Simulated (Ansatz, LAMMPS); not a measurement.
**Forces and charges in aqueous Rb+ and HSO4-, 5.7 mol of salt per kg of water at 360 K (182 atoms)**

What does DFT give for aqueous Rb+ and HSO4-, 5.7 mol of salt per kg of water at 360 K (182 atoms) as built?

Calculated with Ansatz 0.2.0; Kohn-Sham DFT, PBEsol, PAW (set soft_2), plane waves.

### 1. The structure

The cell holds 182 atoms: 69 O, 5 S, 103 H and 5 Rb. Its edges and angles: a = 12.355 Å, b = 12.355 Å, c = 12.355 Å, α = 90.0°, β = 90.0°, γ = 90.0°. 49 H2O, 5 Rb+, 5 HSO4- placed at random, at 1.58 g/cm³; overlaps pushed apart, then 10 ps at 420 K with Joung-Cheatham ions (J. Phys. Chem. B 112, 9020 (2008)); MMFF94 bonds, angles, torsions, charges and radii (Halgren, J. Comput. Chem. 17, 490 (1996)) in harmonic and 12-6 forms; SPC/E water (Berendsen, Grigera and Straatsma, J. Phys. Chem. 91, 6269 (1987)). Snapshot after 20 ps at 360 K and fixed volume.

Limits known from the start: The network of contacts between molecules at the start is that of the classical potential that made the cell, and needn't be the one that DFT or experiment would give. The concentration wasn't checked against solubility and may exceed it. The functional has no dispersion term, which matters for the binding between molecules or layers. The density was typed from a rule of thumb and may lie off the real one at this temperature. Sampling is at Γ alone, for a cell whose shortest periodic width is 12 Å.

### 2. How the cell was made

A classical potential supplies the starting structure, since it reaches far longer times than DFT.

This step: classical MD, Joung-Cheatham ions (J. Phys. Chem. B 112, 9020 (2008)); MMFF94 bonds, angles, torsions, charges and radii (Halgren, J. Comput. Chem. 17, 490 (1996)) in harmonic and 12-6 forms; SPC/E water (Berendsen, Grigera and Straatsma, J. Phys. Chem. 91, 6269 (1987)) (LAMMPS 22 Jul 2025 - Update 4).

Input file in.lmp:

```
# aqueous Rb+ and HSO4-, 5.7 mol of salt per kg of water
units real
atom_style full
boundary p p p
bond_style harmonic
angle_style harmonic
dihedral_style opls
improper_style harmonic
special_bonds lj 0 0 0.5 coul 0 0 0.75
read_data data.lmp
neigh_modify delay 0 every 1 check yes one 4000
comm_modify cutoff 12.0
timestep 0.5
thermo_style custom step time temp pe press density
thermo_modify norm yes
# push overlapping molecules apart
pair_style soft 2.6
pair_coeff * * 0.0
variable a equal ramp(1,60)
fix ad all adapt 1 pair soft a * * v_a
velocity all create 420 614441 mom yes dist gaussian
fix lim all nve/limit 0.03
fix lan all langevin 420 420 50 614442 zero yes
thermo 1000
run 3000 post no
unfix ad
pair_style lj/cut/coul/long 9.0
pair_modify mix arithmetic tail yes
pair_coeff 1 1 0.0763 3.0430   # O
pair_coeff 2 2 0.2681 3.4180   # S
pair_coeff 3 3 0.0763 3.0960   # O
pair_coeff 4 4 0.0100 1.2000   # H
pair_coeff 5 5 0.1553 3.1660   # O
pair_coeff 6 6 0.0000 1.0000   # H
# [... 20 lines left out ...]
compute msd all msd com yes
thermo 5000
fix md all nvt temp 360 360 100
run 20000 post no
print "== T360: mean square displacement over the hold $(c_msd[4]:%.2f) A^2"
unfix md
uncompute msd
write_dump all custom T360.dump id type xs ys zs modify sort id
```

The run is started by

```console
lmp -in in.lmp -log none -nocite
```

Numbers of over 12 decimals in the logs are rounded to 6 here.

The program printed:

```text
LAMMPS (22 Jul 2025 - Update 4)
Reading data file ...
  orthogonal box = (0 0 0) to (12.35451 12.35451 12.35451)
  182 atoms
  orthogonal box = (0 0 0) to (12.35451 12.35451 12.35451)
  123 bonds
  84 angles
  15 dihedrals
   Step          Time           Temp          PotEng         Press         Density
         0   0              420            0.61434885     9478.2465      1.5810014
      1000   500            386.71398      1.1499137      29009.866      1.5810014
      2000   1000           400.78582      0.9698788      39956.621      1.5810014
      3000   1500           422.87515      1.125084       45463.507      1.5810014
[... 30 lines left out ...]
Loop time of 7.67363 s on 1 MPI rank(s) for 10000 steps with 182 atoms
   Step          Time           Temp          PotEng         Press         Density
[... 4 lines left out ...]
Loop time of 3.78054 s on 1 MPI rank(s) for 5000 steps with 182 atoms
   Step          Time           Temp          PotEng         Press         Density
[... 2 lines left out ...]
     25000   24000          354.58031     -10.450624     -4744.2848      1.5810014
     30000   29000          328.90661     -10.444357     -5531.0358      1.5810014
     35000   34000          405.4328      -10.561244      7930.1638      1.5810014
     37000   36000          352.66396     -10.448015     -2419.5337      1.5810014
Loop time of 15.1091 s on 1 MPI rank(s) for 20000 steps with 182 atoms
== T360: mean square displacement over the hold 23.51 A^2
```

It took 29 s on 1 thread of Arm Neoverse V1, shared host; peak memory 0.13 GiB.

The input also reads data.lmp (atoms, bonds and types; not printed here).

### 3. Plane-wave single point

One self-consistent run at the given positions yields energy and forces.

Input file input.yaml:

```yaml
crystal:
  lattice:
    - [12.35451, 0.0, 0.0]
    - [0.0, 12.35451, 0.0]
    - [0.0, 0.0, 12.35451]
  atoms:
    - { symbol: O, position: [0.33344, 0.1187, 0.05948] }
    - { symbol: S, position: [0.259, 0.19933, 0.98655] }
    - { symbol: O, position: [0.32957, 0.23522, 0.89796] }
    - { symbol: O, position: [0.23623, 0.28146, 0.06936] }
    - { symbol: O, position: [0.18126, 0.12235, 0.95427] }
    - { symbol: H, position: [0.39164, 0.09296, 0.01165] }
    - { symbol: O, position: [0.7243, 0.32573, 0.27788] }
    - { symbol: S, position: [0.66358, 0.25953, 0.18786] }
    - { symbol: O, position: [0.72115, 0.28694, 0.08714] }
    - { symbol: O, position: [0.55527, 0.2892, 0.19596] }
    - { symbol: O, position: [0.68197, 0.15085, 0.22365] }
    - { symbol: H, position: [0.67994, 0.3158, 0.34696] }
    - { symbol: O, position: [0.43233, 0.2589, 0.50087] }
    - { symbol: S, position: [0.54838, 0.24154, 0.54188] }
    - { symbol: O, position: [0.61399, 0.2788, 0.45458] }
    - { symbol: O, position: [0.55351, 0.12687, 0.55832] }
    - { symbol: O, position: [0.5607, 0.30383, 0.63898] }
    - { symbol: H, position: [0.4201, 0.33628, 0.52335] }
    - { symbol: O, position: [0.98462, 0.73954, 0.84926] }
    - { symbol: S, position: [0.05149, 0.68438, 0.75111] }
    - { symbol: O, position: [0.96783, 0.63695, 0.68544] }
    - { symbol: O, position: [0.11581, 0.60005, 0.80421] }
    - { symbol: O, position: [0.11501, 0.77238, 0.71052] }
    - { symbol: H, position: [0.99924, 0.81716, 0.84452] }
    - { symbol: O, position: [0.17332, 0.23674, 0.7031] }
    - { symbol: S, position: [0.05537, 0.21051, 0.66512] }
    - { symbol: O, position: [0.98906, 0.20117, 0.76408] }
    - { symbol: O, position: [0.07178, 0.10755, 0.60553] }
    - { symbol: O, position: [0.02871, 0.30173, 0.5972] }
    - { symbol: H, position: [0.16566, 0.30759, 0.74616] }
    - { symbol: O, position: [0.46361, 0.67555, 0.21331] }
    - { symbol: H, position: [0.50438, 0.67484, 0.14339] }
    [... 144 atom lines left out ...]
    - { symbol: H, position: [0.75813, 0.75823, 0.17283] }
    - { symbol: Rb, position: [0.37681, 0.86013, 0.34178] }
    - { symbol: Rb, position: [0.08279, 0.04342, 0.39446] }
    - { symbol: Rb, position: [0.50704, 0.58144, 0.82397] }
    - { symbol: Rb, position: [0.85816, 0.30576, 0.90744] }
    - { symbol: Rb, position: [0.35247, 0.24125, 0.27221] }
kpoints:
  mp_grid: { grid: [1, 1, 1] }
hamiltonian:
  xc: pbesol
scf:
  occupations: { method: fixed }
output:
  forces: true
  stress: true
  populations: true
  dos:
    method: { smearing: { sigma: 0.08 } }
    de: 0.1
    projected: { site_lists: { H: [H], O: [O], Rb: [Rb], S: [S] } }
  eigenvalues: true
  write_density: true
  write_potential: true
  volumetric_format: npy
```

The run is started by

```console
ansatz run input.yaml --threads 8 --pin off --max-ram 15872MiB --backend cpu --events-out ev --progress --plain --runs-dir out
```

The program printed:

```text
Engine: ansatz 0.2.0, aarch64-unknown-linux-gnu
Pseudopotentials: kind: paw
Pseudopotential: O, paw, valence charge 6, recommended cutoff 420 eV (normal), O.paw.azcp
Pseudopotential: S, paw, valence charge 6, recommended cutoff 420 eV (normal), S.paw.azcp
Pseudopotential: H, paw, valence charge 1, recommended cutoff 420 eV (normal), H.paw.azcp
Pseudopotential: Rb, paw, valence charge 9, recommended cutoff 420 eV (normal), Rb.paw.azcp
[... 3 lines on functional and potentials left out ...]
Crystal: 182 atoms, lattice volume = 1885.717 Å³
Basis set: ecut = 420 eV, 37073 PW (Γ), exchange–correlation on 180×180×180 points (8 copies of the dense FFT grid, shifted against one another)
Bands: 478, of which v1, the nominal top of the filled ones, is band 296 counted from 1 (295 counted from 0)
Symmetry: 1 space group operations
Space group: P1 (ITA 1), of the structure as read, at distance tolerance 1.2e-4 Å
k-points: 1
[... 12 lines on functional and potentials left out ...]
Initial density: superposition of atomic densities (neutral atoms: chi_scale 0, normalization atom), corrected by the library's trained network
Initial wavefunctions: pseudopotential atomic-orbital guess
Functional: x = pbesol(κ = 0.804, μ = 0.123457), c = pbesol(β = 0.046)
SCF iter   1: F=—  HF=-60841.090316 eV  |F-HF|=—  |Δ(HF+E_count)|=         —  Δρ=7.21e-3  dr2=7.86e-1  ethr=1.77e-3  ⟨swp⟩=4.0  Hψ=1871  notcnv=0  defer=177
preconditioner: auto → Resta (q_TF=auto, 2.249 Å⁻¹)  ε∞=2.4  [insulator: Δε(μ)=3.783 eV  Ē_g=17.108 eV  n_scr=364 (ndim 8)  ℏωp=20.5 eV  f_vac=0.220  ε∞_Penn≈2.4]
SCF iter   2: F=—  HF=-60840.833819 eV  |F-HF|=—  |Δ(HF+E_count)|=   2.56e-1  Δρ=2.32e-3  dr2=8.98e-2  ethr=1.33e-4  ⟨swp⟩=2.0  Hψ=830  notcnv=0  defer=180
SCF iter   3: F=—  HF=-60840.822204 eV  |F-HF|=—  |Δ(HF+E_count)|=   1.16e-2  Δρ=1.07e-3  dr2=2.53e-2  ethr=1.52e-5  ⟨swp⟩=2.0  Hψ=578  notcnv=0  defer=180
SCF iter   4: F=—  HF=-60840.820240 eV  |F-HF|=—  |Δ(HF+E_count)|=   1.96e-3  Δρ=3.93e-4  dr2=2.88e-3  ethr=4.28e-6  ⟨swp⟩=2.0  Hψ=579  notcnv=0  defer=180
SCF iter   5: F=—  HF=-60840.820150 eV  |F-HF|=—  |Δ(HF+E_count)|=   8.95e-5  Δρ=2.14e-4  dr2=7.88e-4  ethr=4.87e-7  ⟨swp⟩=2.0  Hψ=844  notcnv=0  defer=180
SCF iter   6: F=—  HF=-60840.820171 eV  |F-HF|=—  |Δ(HF+E_count)|=   2.05e-5  Δρ=5.36e-5  dr2=7.09e-5  ethr=1.33e-7  ⟨swp⟩=2.0  Hψ=596  notcnv=0  defer=176
SCF iter   7: F=—  HF=-60840.823948 eV  |F-HF|=—  |Δ(HF+E_count)|=   3.78e-3  Δρ=2.97e-5  dr2=1.56e-5  ethr=1.20e-8  ⟨swp⟩=3.0  Hψ=598  notcnv=0  defer=173
SCF iter   8: F=—  HF=-60840.823951 eV  |F-HF|=—  |Δ(HF+E_count)|=   2.86e-6  Δρ=9.37e-6  dr2=1.52e-6  ethr=2.64e-9  ⟨swp⟩=3.0  Hψ=598  notcnv=0  defer=173
SCF iter   9: F=—  HF=-60840.823953 eV  |F-HF|=—  |Δ(HF+E_count)|=   1.82e-6  Δρ=4.36e-6  dr2=3.36e-7  ethr=2.57e-10  ⟨swp⟩=3.0  Hψ=601  notcnv=0  defer=174
SCF iter  10: F=-60840.823953 eV  HF=-60840.823953 eV  |F-HF|=3.62e-9  |Δ(HF+E_count)|=   1.44e-7  Δρ=1.88e-6  dr2=6.61e-8  ethr=1.69e-11  ⟨swp⟩=23.0  Hψ=4849  notcnv=0
SCF 1 converged in 10 iterations: F = -60840.823953 eV  dr2 = 6.61e-8
  greatest PAW one-centre occupation: 0.973 electrons in one spin orbital (limit 2), on the Rb atom at site 178 (counted from 0), in its partial waves of l = 0
WARN: The input density's exchange-correlation potential varies sharply where the density is thin. Do not read a vacuum level from v_tot or v_xc, or from such a field of the output density. On a cell that repeats whose density bears no net charge and no dipole along the vacuum's axis use v_es (v_loc + v_h of the components); [...]
SCF converged after 10 iterations
Free energy (F): -60840.823953 eV
Harris-Foulkes:  -60840.823953 eV  (|F-HF|=3.62e-9)
Internal energy: -60840.823953 eV  (E = F + TS)
E sigma→0 (E₀):  -60840.823953 eV
Fermi energy:    -0.126142 eV
--- Per-component energies (eV) ---
  E_band       = -5117.158441
  E_kinetic    = 15028.510466
  E_local      = -48870.418083  (includes V_loc(G=0)·N_el)
  E_nonlocal   = 4520.707075
  E_hartree    = 17842.046822
  E_xc         = -7015.602199
  E_vxc        = -8686.063606  (∫ρ·V_xc dr)
  E_paw        = -26372.238155  (= ΣΔE_a)
  E_vpaw       = -2794.034863  (= ΣTr[D̂ρ^β])
  E_aug_tail   = 0.054455  (compensation charges beyond the density's cutoff)
  E_ewald      = -15977.247299
  E_core_change = 3.362966  (= ΣΔE_core)
  E_smearing   = -0.000000  (= −TS)
  E_closure    = 0.000000  (closes the sum)
  Σ components = -60840.823953   (vs F -60840.823953, Δ=0.00e0)
--- Forces (eV/Å), atoms counted from 1 ---
  atom   1  O      0.74848130     0.58999691    -0.12222039
  atom   2  S      2.98883145    -0.34484399     2.22956178
  atom   3  O      0.03846128     0.61928618    -0.14812799
  atom   4  O     -0.65499616     0.23313264    -1.36274902
  atom   5  O     -3.29156135    -0.50810190    -1.23966842
  atom   6  H      0.96583057    -0.22886851     0.26043058
  atom   7  O     -0.13099228     0.89982289     0.88921680
  atom   8  S      5.85645310     1.35423035    -1.35055459
  atom   9  O     -1.05338104    -0.20332207     1.10680204
  atom  10  O     -5.21663289     1.58579265    -0.37938563
  atom  11  O      0.36585463    -3.38190328    -0.12201357
  atom  12  H      0.72901410    -0.12501608    -0.66271614
  atom  13  O     -1.60140464     0.26255069     0.22452632
  atom  14  S     -0.61516694    -1.87835273    -0.35189330
[...]
atom 181  Rb    -0.09307487     0.09545331     0.14593731
  atom 182  Rb    -0.32734144    -0.04371264     0.38765357
  max |Σ_I F_I| component: 1.20e-4 eV/Å
--- Stress (GPa, compression-positive) ---
        0.139461      -0.325338       0.490848
       -0.325338       0.260355      -0.336138
        0.490848      -0.336138      -0.863632
  P = ⅓ Tr σ = -0.1546 GPa (-1.546 kbar)
--- Band table (eV) ---
  k-point 0: bands = ["-25.3665", "-25.0494", "-24.7755", "-24.7546", [... 462 levels ...], "11.7488", "11.7878", "11.8015", "11.8226", "11.8684", "11.8990", "11.9291", "11.9874", "11.9877", "12.0230", "12.0448", "12.0763"]
--- Löwdin populations: 182 sites ---
  site symbol       q [e]
     0      O      6.6617
     1      S      3.5436
     2      O      6.7241
[...]
181     Rb      8.1661
  spilling = 0.012624 (of n_electrons = 592.000000)
```

It took 27 s on 8 threads of Arm Neoverse V1, shared host; peak memory 2.8 GiB; 3.3 min of CPU time.

In the SCF lines HF is the Harris–Foulkes energy and dr2 the Hartree energy of the density residual, in eV; the loop may stop once dr2 is under the threshold and the program's other checks hold. Hψ counts applications of the Hamiltonian.

The program notes that the exchange-correlation potential is rough where the density is thin.

The run gave:

- free energy: -60840.8240 eV
- free energy per atom: -334.2902 eV/atom
- SCF cycles: 10
- pressure: -0.1546 GPa
- r.m.s. force component: 0.7465 eV/Å
- longest force: 6.161 eV/Å
- Fermi energy: -0.1261 eV
- gap (highest filled to lowest empty level): 3.608 eV
- spilling of the projection: 0.01262

Neighbours are counted within 1.21 Å (H-O), 3.38 Å (O-Rb), 2.02 Å (O-S).

Length of the force by element and coordination:

```tsv
element	coordination	atoms	mean length of the force (eV/Å)	spread	least	most
H	all	103	0.979	0.296	0.195	1.64
O	all	69	1.02	0.838	0.168	5.47
O	1	10	1.95	0.921	0.638	3.55
O	2	32	1.02	0.898	0.217	5.47
O	3	22	0.705	0.314	0.168	1.64
O	4	4	0.565	0.218	0.327	0.887
O	5	1	0.761	0	0.761	0.761
Rb	all	5	0.421	0.125	0.198	0.520
Rb	7	3	0.359	0.128	0.198	0.511
Rb	8	1	0.520	0	0.520	0.520
Rb	9	1	0.509	0	0.509	0.509
S	all	5	3.60	1.42	2.01	6.16
```

Löwdin charges by element and coordination (they lack the spilled electrons, 0.041 e an atom on average):

```tsv
element	coordination	atoms	mean charge (e)	spread	least	most
H	all	103	0.385	0.0139	0.357	0.424
O	all	69	-0.708	0.0299	-0.771	-0.652
O	1	10	-0.729	0.0146	-0.756	-0.705
O	2	32	-0.698	0.0306	-0.771	-0.652
O	3	22	-0.711	0.0296	-0.769	-0.662
O	4	4	-0.726	0.0191	-0.756	-0.703
O	5	1	-0.709	0	-0.709	-0.709
Rb	all	5	0.844	0.0061	0.834	0.853
Rb	7	3	0.844	6.0e-4	0.843	0.844
Rb	8	1	0.853	0	0.853	0.853
Rb	9	1	0.834	0	0.834	0.834
S	all	5	2.49	0.0377	2.46	2.56
```

Density of states as counts of states in windows of 1 eV (from the Fermi level), total and the larger projections:

```tsv
from (eV)	to (eV)	total	O p	H s	Rb p	O s
-14	-12	0.0	0.0	0.0	0.0	0.0
-12	-11	2.7	1.3	0.3	0.0	0.7
-11	-10	7.3	3.4	0.8	0.1	1.8
-10	-9	7.9	4.0	1.0	1.3	0.6
-9	-8	45.0	15.7	4.9	20.9	1.5
-8	-7	64.3	39.5	14.5	6.2	2.0
-7	-6	42.3	28.9	8.7	0.6	2.2
-6	-5	10.5	8.1	0.8	0.1	1.0
-5	-4	49.7	41.9	2.9	0.2	3.2
-4	-3	59.0	51.0	2.5	0.2	3.8
-3	-2	55.0	51.1	0.9	0.2	1.8
-2	-1	83.3	81.2	0.4	0.2	0.5
-1	0	16.1	15.7	0.1	0.0	0.1
0	1	0.9	0.9	0.0	0.0	0.0
1	3	0.0	0.0	0.0	0.0	0.0
3	4	2.0	0.1	0.9	0.0	0.5
4	5	7.4	1.0	3.5	0.0	1.1
```

The curve was stored every 0.10 eV, coarse against its broadening of 0.08 eV, so these counts are rough.

With fixed occupations the program's Fermi level is the highest filled level; weight inside the gap is the broadening of levels at its edges.

Between -26 and -14 eV lie 148 more states.

The levels nearest the highest filled one (over half full), pooled over k-points and spins:

```tsv
level less the highest filled one (eV)	occupation
-0.774	2
-0.696	2
-0.658	2
-0.411	2
-0.140	2
0	2
3.61	0
4.61	0
4.70	0
4.83	0
4.98	0
5.20	0
```

Electrostatic potential energy in the ac plane at fractional y = 0.244, with atoms of O and S and H and Rb within 0.2 Å of it. With pseudopotentials it is smooth inside the atoms' cores, unlike the true potential.

Ten even steps from '0' (-42 eV) to '9' (6 eV), each cell a mean:
```
99999985102689999999999999998878899
99999987652127999999999999987546799
99999999982005999999977999987435799
99999999997568999999844899998778899
89999999999999999999878999999999997
47888768999999999998889999999999973
54455002899999999999999999999999997
30014103899999999999999999999999997
40026778999999999887789999999999998
65578999999999998632368999999999998
88899998789999755201037999999999999
89999983079997100200037999999999998
58999632689998313765313899999999986
69999634899999989998634899999987422
69999999999999999999999999999986100
99999999998656789999999999999999756
98679999984000379999999999999999999
97226899973000178999986668999999999
99753689986212589985551014899999999
99986258998878899974430103899999999
99997468999999999999863235899999999
99999986358999999999998753699999999
99999984027899999999999986899999999
99999985113789999999999999999999999
```
Columns run along a (12.4 Å; values clipped at the 3rd and 97th percentile), rows up along c (12.4 Å). Atoms in or near the plane, at fractional coordinates: O at (0.33, 0.90), S at (0.66, 0.19), O at (0.43, 0.50), S at (0.55, 0.54), O at (0.17, 0.70), H at (0.15, 0.16), H at (0.08, 0.27), O at (0.95, 0.39), H at (0.23, 0.51), Rb at (0.35, 0.27).

(Continued in part 2 of 2.)

[Logs are printed without paths, hosts, clocks, repeated set-up lines and the standing remarks that a program may print on its own settings, such as how far it seeks lower states.]

[Hosts, paths, dates, database ids (printed as entryN), source tags and the programs' standing remarks are cut or masked in the printed files.]

[The MMFF94 radii named for the starting cell were scaled by 0.96; in molecules described by MMFF94, hydrogen bound to N, O or S took a small fixed 12-6 site in their place.]
